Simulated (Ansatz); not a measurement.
The compound is Cs2ReF4 (started from the K2NiF4 type) (I4/mmm).

The structure was built from a prototype and need not be the compound's stable phase.

```cif
data_structure
_symmetry_space_group_name_H-M 'P 1'
_symmetry_Int_Tables_number 1
_cell_length_a 7.8916
_cell_length_b 7.8916
_cell_length_c 7.8916
_cell_angle_alpha 148.788
_cell_angle_beta 148.788
_cell_angle_gamma 44.723
_cell_volume 131.57
loop_
_atom_site_label
_atom_site_type_symbol
_atom_site_fract_x
_atom_site_fract_y
_atom_site_fract_z
_atom_site_occupancy
Cs1 Cs 0.35438 0.35438 0.00000 1
Cs2 Cs 0.64562 0.64562 0.00000 1
Re3 Re 0.00000 0.00000 0.00000 1
F4 F 0.00000 0.50000 0.50000 1
F5 F 0.50000 0.00000 0.50000 1
F6 F 0.14577 0.14577 0.00000 1
F7 F 0.85423 0.85423 0.00000 1
```

The structure was relaxed with PBEsol. The structure type comes from a generator and need not be one that this composition takes. The structure was generated from a model, not taken from a measurement. The runs that relaxed it are not among those shown. The program's search for lower electronic states was switched off, so nothing shows that the state found is the lowest. Spin-orbit coupling is left out unless a run names it. PAW set soft_2, made with PBE.

A constrained-RPA run (Ansatz 0.2.0; non-magnetic PBEsol; Re t2g, bands v3 to v1, 4×4×4 mesh, medium accuracy) builds 3 functions on bands 1.9 eV wide, with 5.0 electrons in the window. The bare on-site interaction is 12.4 eV and the bare J 0.49 eV.

**Question.** What U and J survive the screening?

On the Re t2g shell, U = 4.26 eV (34 % of the bare value), U′ = 3.54 eV, J = 0.32 eV.

The parent state is non-magnetic and the interaction static (zero frequency); U depends on the window and the orbitals, so it belongs to this model alone. Spin-orbit coupling, which is strong for atoms this heavy, is left out.

[Paths, hosts, dates, memory and timing lines, banners, echoed tables and standing remarks are left out of the program output.]

[Logs are printed without paths, hosts, clocks, repeated set-up lines and the standing remarks that a program may print on its own settings, such as how far it seeks lower states.]

[Runs of the session that timed out or met a known fault of the program may be left out.]

[Hosts, paths, dates, database ids (printed as entryN), source tags and the programs' standing remarks are cut or masked in the printed files.]
